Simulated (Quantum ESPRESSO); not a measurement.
# O on hollow sites of W(110): a series in the coverage, part 8 of 9

Wanted: a table for O on hollow sites of W(110) against the coverage, and what can be fitted to it.

Quantum ESPRESSO 7.5; plane-wave DFT, PBE, GBRV ultrasoft pseudopotentials.

So far. Step 9 (Relaxing the ions, 0.75 ML): The relaxation lowers the energy by 355 meV an atom. On the free atoms the largest force ends at 0.037 eV/Å. Step 10 (SCF with pw.x, 0.75 ML): Inside the slab this potential holds the local part of the pseudopotentials, which can be repulsive at the nuclei; only its value in the vacuum has a meaning of its own.

## Step 11: Relaxation with pw.x, 1 ML

System of this step: W(110), 3 layers, 1 sites a cell, 1 O on hollow sites. The cell holds 4 atoms: 3 W and 1 O. Its edges and angles: a = 2.756 Å, b = 2.756 Å, c = 20.310 Å, α = 90.0°, β = 90.0°, γ = 70.5°. It derives from W. Vacuum lies along c.

File m8.relax.in:

```
&control
  prefix = 'm8.relax'
  outdir = './out'
  pseudo_dir = './pseudo'
  nstep = 70
  forc_conv_thr = 0.0015
  calculation = 'relax'
/
&system
  ibrav = 0
  nat = 4
  ntyp = 2
  ecutwfc = 40
  ecutrho = 200
  occupations = 'smearing'
  smearing = 'mv'
  degauss = 0.02
/
&electrons
  conv_thr = 1e-07
  mixing_beta = 0.3
  electron_maxstep = 120
  mixing_mode = 'local-TF'
/
&ions
/
ATOMIC_SPECIES
  W   183.8400  w_pbe_v1.2.uspp.F.UPF
  O   15.9990  o_pbe_v1.2.uspp.F.UPF
CELL_PARAMETERS angstrom
  2.25011857378899 -1.59107410200000 0.00000000000000
  2.25011857378899 1.59107410200000 0.00000000000000
  0.00000000000000 0.00000000000000 20.31019709156372
ATOMIC_POSITIONS crystal
  W   0.660000000000 0.660000000000 0.347070116820 0 0 0
  W   0.160000000000 0.160000000000 0.457857745500 0 0 0
  W   0.660000000000 0.660000000000 0.568645374180
  O   0.000000000000 0.000000000000 0.652929883180
K_POINTS automatic
  9 9 1 0 0 0
```

Launch:

```sh
OMP_NUM_THREADS=1 mpirun -n 8 pw.x -nk 4 -in m8.relax.in > m8.relax.out
```

The log of the run:

```text
[banner, memory and clock lines left out]
Program PWSCF v.7.5 starts
[...]
Message from routine setup:
[...]
number of electrons       =        48.00
     number of Kohn-Sham states=           29
     kinetic-energy cutoff     =      40.0000  Ry
     charge density cutoff     =     200.0000  Ry
[...]
number of k points=    25  Marzari-Vanderbilt smearing, width (Ry)=  0.0200
[...]
Dense  grid:    47027 G-vectors     FFT dimensions: (  24,  24, 180)
[...]
negative rho (up, down):  1.901E-01 0.000E+00
     Starting wfcs are   43 randomized atomic wfcs
[...]
negative rho (up, down):  1.894E-01 0.000E+00
[...]
estimated scf accuracy    <       1.12078574 Ry
[...]
negative rho (up, down):  1.894E-01 0.000E+00
[...]
estimated scf accuracy    <       0.52682797 Ry
[...]
negative rho (up, down):  1.930E-01 0.000E+00
[...]
estimated scf accuracy    <       0.21635886 Ry
[...]
negative rho (up, down):  1.932E-01 0.000E+00
[...]
estimated scf accuracy    <       0.17273374 Ry
[...]
negative rho (up, down):  1.943E-01 0.000E+00
[...]
estimated scf accuracy    <       0.02532205 Ry
[...]
negative rho (up, down):  1.967E-01 0.000E+00
[...]
estimated scf accuracy    <       0.04115361 Ry
[...]
negative rho (up, down):  1.964E-01 0.000E+00
[...]
estimated scf accuracy    <       0.00509200 Ry
[...]
negative rho (up, down):  1.965E-01 0.000E+00
[...]
estimated scf accuracy    <       0.00512791 Ry
[...]
negative rho (up, down):  1.966E-01 0.000E+00
[...]
estimated scf accuracy    <       0.00217150 Ry
[...]
negative rho (up, down):  1.965E-01 0.000E+00
[...]
estimated scf accuracy    <       0.00209978 Ry
[...]
negative rho (up, down):  1.960E-01 0.000E+00
[...]
estimated scf accuracy    <       0.00047379 Ry
[...]
negative rho (up, down):  1.961E-01 0.000E+00
[...]
estimated scf accuracy    <       0.00013167 Ry
[...]
negative rho (up, down):  1.967E-01 0.000E+00
[...]
estimated scf accuracy    <       0.00009602 Ry
[...]
negative rho (up, down):  1.968E-01 0.000E+00
[...]
estimated scf accuracy    <       0.00002610 Ry
[...]
negative rho (up, down):  1.968E-01 0.000E+00
[...]
estimated scf accuracy    <       0.00000330 Ry
[...]
negative rho (up, down):  1.969E-01 0.000E+00
[...]
estimated scf accuracy    <       0.00000366 Ry
[...]
negative rho (up, down):  1.969E-01 0.000E+00
[...]
estimated scf accuracy    <       0.00000084 Ry
[...]
negative rho (up, down):  1.969E-01 0.000E+00
[...]
estimated scf accuracy    <       0.00000036 Ry
[...]
negative rho (up, down):  1.969E-01 0.000E+00
[...]
the Fermi energy is     3.7982 ev
!    total energy              =    -509.49166929 Ry
     estimated scf accuracy    <       0.00000005 Ry
     smearing contrib. (-TS)   =      -0.00195517 Ry
     internal energy E=F+TS    =    -509.48971412 Ry
[...]
one-electron contribution =   -2881.10059004 Ry
     hartree contribution      =    1440.31830885 Ry
     xc contribution           =    -130.44030855 Ry
     ewald contribution        =    1061.73287563 Ry
     convergence has been achieved in  19 iterations
     negative rho (up, down):  1.969E-01 0.000E+00
[...]
Total force =     0.329254     Total SCF correction =     0.000981
[...]
negative rho (up, down):  1.961E-01 0.000E+00
[...]
negative rho (up, down):  1.961E-01 0.000E+00
[...]
estimated scf accuracy    <       0.03378482 Ry
[...]
negative rho (up, down):  1.961E-01 0.000E+00
[...]
estimated scf accuracy    <       0.01005242 Ry
[...]
negative rho (up, down):  1.962E-01 0.000E+00
[...]
estimated scf accuracy    <       0.00340618 Ry
[...]
negative rho (up, down):  1.963E-01 0.000E+00
[...]
estimated scf accuracy    <       0.00145630 Ry
[...]
negative rho (up, down):  1.962E-01 0.000E+00
[...]
estimated scf accuracy    <       0.00082212 Ry
[...]
negative rho (up, down):  1.962E-01 0.000E+00
[...]
estimated scf accuracy    <       0.00030097 Ry
[...]
negative rho (up, down):  1.961E-01 0.000E+00
[...]
estimated scf accuracy    <       0.00014839 Ry
[...]
negative rho (up, down):  1.961E-01 0.000E+00
[...]
estimated scf accuracy    <       0.00006635 Ry
[...]
negative rho (up, down):  1.962E-01 0.000E+00
[...]
estimated scf accuracy    <       0.00002712 Ry
[...]
negative rho (up, down):  1.964E-01 0.000E+00
[...]
estimated scf accuracy    <       0.00001235 Ry
[...]
negative rho (up, down):  1.965E-01 0.000E+00
[...]
estimated scf accuracy    <       0.00000161 Ry
[...]
negative rho (up, down):  1.965E-01 0.000E+00
[...]
estimated scf accuracy    <       0.00000104 Ry
[...]
negative rho (up, down):  1.965E-01 0.000E+00
[...]
estimated scf accuracy    <       0.00000012 Ry
[...]
negative rho (up, down):  1.965E-01 0.000E+00
[...]
the Fermi energy is     4.0857 ev
!    total energy              =    -509.58153081 Ry
     estimated scf accuracy    <       0.00000004 Ry
     smearing contrib. (-TS)   =      -0.00207377 Ry
     internal energy E=F+TS    =    -509.57945703 Ry
[...]
one-electron contribution =   -2872.97070035 Ry
     hartree contribution      =    1436.45833673 Ry
     xc contribution           =    -130.52692435 Ry
     ewald contribution        =    1057.45983094 Ry
     convergence has been achieved in  14 iterations
     negative rho (up, down):  1.965E-01 0.000E+00
[...]
Total force =     0.196748     Total SCF correction =     0.000700
[...]
negative rho (up, down):  1.965E-01 0.000E+00
[...]
negative rho (up, down):  1.964E-01 0.000E+00
[...]
estimated scf accuracy    <       0.02515306 Ry
[...]
negative rho (up, down):  1.964E-01 0.000E+00
[...]
estimated scf accuracy    <       0.01021374 Ry
[...]
negative rho (up, down):  1.964E-01 0.000E+00
[...]
estimated scf accuracy    <       0.00527892 Ry
[...]
negative rho (up, down):  1.965E-01 0.000E+00
[...]
estimated scf accuracy    <       0.00900637 Ry
[...]
negative rho (up, down):  1.963E-01 0.000E+00
[...]
estimated scf accuracy    <       0.00359155 Ry
[...]
negative rho (up, down):  1.961E-01 0.000E+00
[...]
estimated scf accuracy    <       0.00036371 Ry
[...]
negative rho (up, down):  1.961E-01 0.000E+00
[...]
estimated scf accuracy    <       0.00007403 Ry
[...]
negative rho (up, down):  1.962E-01 0.000E+00
[...]
negative rho (up, down):  2.001E-01 0.000E+00
[...]
estimated scf accuracy    <       0.00005456 Ry
[...]
negative rho (up, down):  2.001E-01 0.000E+00
[...]
estimated scf accuracy    <       0.00001641 Ry
[...]
negative rho (up, down):  2.000E-01 0.000E+00
[...]
estimated scf accuracy    <       0.00000796 Ry
[...]
negative rho (up, down):  2.000E-01 0.000E+00
[...]
estimated scf accuracy    <       0.00000079 Ry
[...]
negative rho (up, down):  1.999E-01 0.000E+00
[...]
estimated scf accuracy    <       0.00000539 Ry
[...]
negative rho (up, down):  1.999E-01 0.000E+00
[...]
estimated scf accuracy    <       0.00000031 Ry
[...]
negative rho (up, down):  1.999E-01 0.000E+00
[...]
estimated scf accuracy    <       0.00000009 Ry
[...]
negative rho (up, down):  1.999E-01 0.000E+00
[...]
estimated scf accuracy    <       0.00000007 Ry
[...]
negative rho (up, down):  1.999E-01 0.000E+00
[...]
estimated scf accuracy    <       0.00000006 Ry
[...]
negative rho (up, down):  1.999E-01 0.000E+00
[...]
the Fermi energy is     4.3894 ev
!    total energy              =    -509.61269498 Ry
     estimated scf accuracy    <       0.00000002 Ry
     smearing contrib. (-TS)   =      -0.00209907 Ry
     internal energy E=F+TS    =    -509.61059591 Ry
[...]
one-electron contribution =   -2882.82976237 Ry
     hartree contribution      =    1441.67420663 Ry
     xc contribution           =    -130.64749406 Ry
     ewald contribution        =    1062.19245390 Ry
     convergence has been achieved in  14 iterations
     negative rho (up, down):  1.999E-01 0.000E+00
[...]
Total force =     0.045354     Total SCF correction =     0.000666
[...]
negative rho (up, down):  1.994E-01 0.000E+00
[...]
negative rho (up, down):  1.994E-01 0.000E+00
[...]
estimated scf accuracy    <       0.00069843 Ry
[...]
negative rho (up, down):  1.994E-01 0.000E+00
[...]
estimated scf accuracy    <       0.00040586 Ry
[...]
negative rho (up, down):  1.994E-01 0.000E+00
[...]
estimated scf accuracy    <       0.00004277 Ry
[...]
negative rho (up, down):  1.994E-01 0.000E+00
[...]
estimated scf accuracy    <       0.00001074 Ry
[...]
negative rho (up, down):  1.993E-01 0.000E+00
[...]
estimated scf accuracy    <       0.00000588 Ry
[...]
negative rho (up, down):  1.993E-01 0.000E+00
[...]
estimated scf accuracy    <       0.00000252 Ry
[...]
negative rho (up, down):  1.994E-01 0.000E+00
[...]
estimated scf accuracy    <       0.00000161 Ry
[...]
negative rho (up, down):  1.994E-01 0.000E+00
[...]
estimated scf accuracy    <       0.00000017 Ry
[...]
negative rho (up, down):  1.994E-01 0.000E+00
[...]
estimated scf accuracy    <       0.00000008 Ry
[...]
negative rho (up, down):  1.994E-01 0.000E+00
[...]
estimated scf accuracy    <       0.00000007 Ry
[...]
negative rho (up, down):  1.994E-01 0.000E+00
[...]
the Fermi energy is     4.4030 ev
!    total energy              =    -509.61580551 Ry
     estimated scf accuracy    <       0.00000002 Ry
     smearing contrib. (-TS)   =      -0.00215241 Ry
     internal energy E=F+TS    =    -509.61365311 Ry
[...]
one-electron contribution =   -2897.08519863 Ry
     hartree contribution      =    1448.81186008 Ry
     xc contribution           =    -130.65725696 Ry
     ewald contribution        =    1069.31694240 Ry
     convergence has been achieved in  11 iterations
     negative rho (up, down):  1.994E-01 0.000E+00
[...]
Total force =     0.036637     Total SCF correction =     0.000153
[...]
negative rho (up, down):  1.969E-01 0.000E+00
[...]
negative rho (up, down):  1.969E-01 0.000E+00
[...]
estimated scf accuracy    <       0.00099403 Ry
[...]
negative rho (up, down):  1.969E-01 0.000E+00
[...]
estimated scf accuracy    <       0.00059373 Ry
[...]
negative rho (up, down):  1.968E-01 0.000E+00
[...]
estimated scf accuracy    <       0.00011195 Ry
[...]
negative rho (up, down):  1.968E-01 0.000E+00
[...]
estimated scf accuracy    <       0.00002286 Ry
[...]
negative rho (up, down):  1.968E-01 0.000E+00
[...]
estimated scf accuracy    <       0.00001185 Ry
[...]
negative rho (up, down):  1.968E-01 0.000E+00
[...]
estimated scf accuracy    <       0.00000535 Ry
[...]
negative rho (up, down):  1.968E-01 0.000E+00
[...]
estimated scf accuracy    <       0.00000189 Ry
[...]
negative rho (up, down):  1.968E-01 0.000E+00
[...]
estimated scf accuracy    <       0.00000035 Ry
[...]
negative rho (up, down):  1.969E-01 0.000E+00
[...]
estimated scf accuracy    <       0.00000018 Ry
[...]
negative rho (up, down):  1.969E-01 0.000E+00
[...]
estimated scf accuracy    <       0.00000019 Ry
[...]
negative rho (up, down):  1.969E-01 0.000E+00
[...]
estimated scf accuracy    <       0.00000006 Ry
[...]
negative rho (up, down):  1.969E-01 0.000E+00
[...]
the Fermi energy is     4.4298 ev
!    total energy              =    -509.61825144 Ry
     estimated scf accuracy    <       0.00000002 Ry
     smearing contrib. (-TS)   =      -0.00218508 Ry
     internal energy E=F+TS    =    -509.61606636 Ry
[...]
one-electron contribution =   -2914.18078093 Ry
     hartree contribution      =    1457.38130608 Ry
     xc contribution           =    -130.67557578 Ry
     ewald contribution        =    1077.85898426 Ry
     convergence has been achieved in  12 iterations
     negative rho (up, down):  1.969E-01 0.000E+00
[...]
estimated scf accuracy    <       0.00000001 Ry
[...]
negative rho (up, down):  1.967E-01 0.000E+00
[...]
estimated scf accuracy    <          9.8E-09 Ry
[...]
negative rho (up, down):  1.967E-01 0.000E+00
[...]
estimated scf accuracy    <          6.0E-09 Ry
[...]
negative rho (up, down):  1.967E-01 0.000E+00
[...]
estimated scf accuracy    <          1.5E-09 Ry
[...]
negative rho (up, down):  1.967E-01 0.000E+00
[...]
the Fermi energy is     4.4661 ev
!    total energy              =    -509.62653194 Ry
     estimated scf accuracy    <          5.0E-10 Ry
     smearing contrib. (-TS)   =      -0.00193224 Ry
     internal energy E=F+TS    =    -509.62459970 Ry
[...]
one-electron contribution =   -3020.24209304 Ry
     hartree contribution      =    1510.44728441 Ry
     xc contribution           =    -130.79582086 Ry
     ewald contribution        =    1130.96602978 Ry
     convergence has been achieved in  12 iterations
     negative rho (up, down):  1.967E-01 0.000E+00
[...]
Total force =     0.006238     Total SCF correction =     0.000083
[...]
negative rho (up, down):  1.969E-01 0.000E+00
[...]
negative rho (up, down):  1.969E-01 0.000E+00
[...]
estimated scf accuracy    <       0.00001803 Ry
[...]
negative rho (up, down):  1.970E-01 0.000E+00
[...]
estimated scf accuracy    <       0.00001171 Ry
[...]
negative rho (up, down):  1.970E-01 0.000E+00
[...]
estimated scf accuracy    <       0.00000138 Ry
[...]
negative rho (up, down):  1.970E-01 0.000E+00
[...]
estimated scf accuracy    <       0.00000047 Ry
[...]
negative rho (up, down):  1.970E-01 0.000E+00
[...]
estimated scf accuracy    <       0.00000021 Ry
[...]
negative rho (up, down):  1.970E-01 0.000E+00
[...]
estimated scf accuracy    <       0.00000009 Ry
[...]
negative rho (up, down):  1.970E-01 0.000E+00
[...]
estimated scf accuracy    <       0.00000002 Ry
[...]
negative rho (up, down):  1.970E-01 0.000E+00
[...]
estimated scf accuracy    <          4.6E-09 Ry
[...]
negative rho (up, down):  1.970E-01 0.000E+00
[...]
estimated scf accuracy    <          3.6E-09 Ry
[...]
negative rho (up, down):  1.970E-01 0.000E+00
[...]
estimated scf accuracy    <          2.7E-09 Ry
[...]
negative rho (up, down):  1.970E-01 0.000E+00
[...]
```

Run time: 4.2 min. Hardware: 8 MPI ranks of Arm Neoverse V1, shared host; peak memory 0.81 GiB.

[end of part 8 of 9]

[Logs are printed without paths, hosts, clocks, repeated set-up lines and the standing remarks that a program may print on its own settings, such as how far it seeks lower states.]

[Hosts, paths, dates, database ids (printed as entryN), source tags and the programs' standing remarks are cut or masked in the printed files.]

[Maps of the electrostatic potential energy from Ansatz leave out the sawtooth potential of an applied field or a dipole correction, so their vacuum need not be flat; planar profiles and work functions include it.]
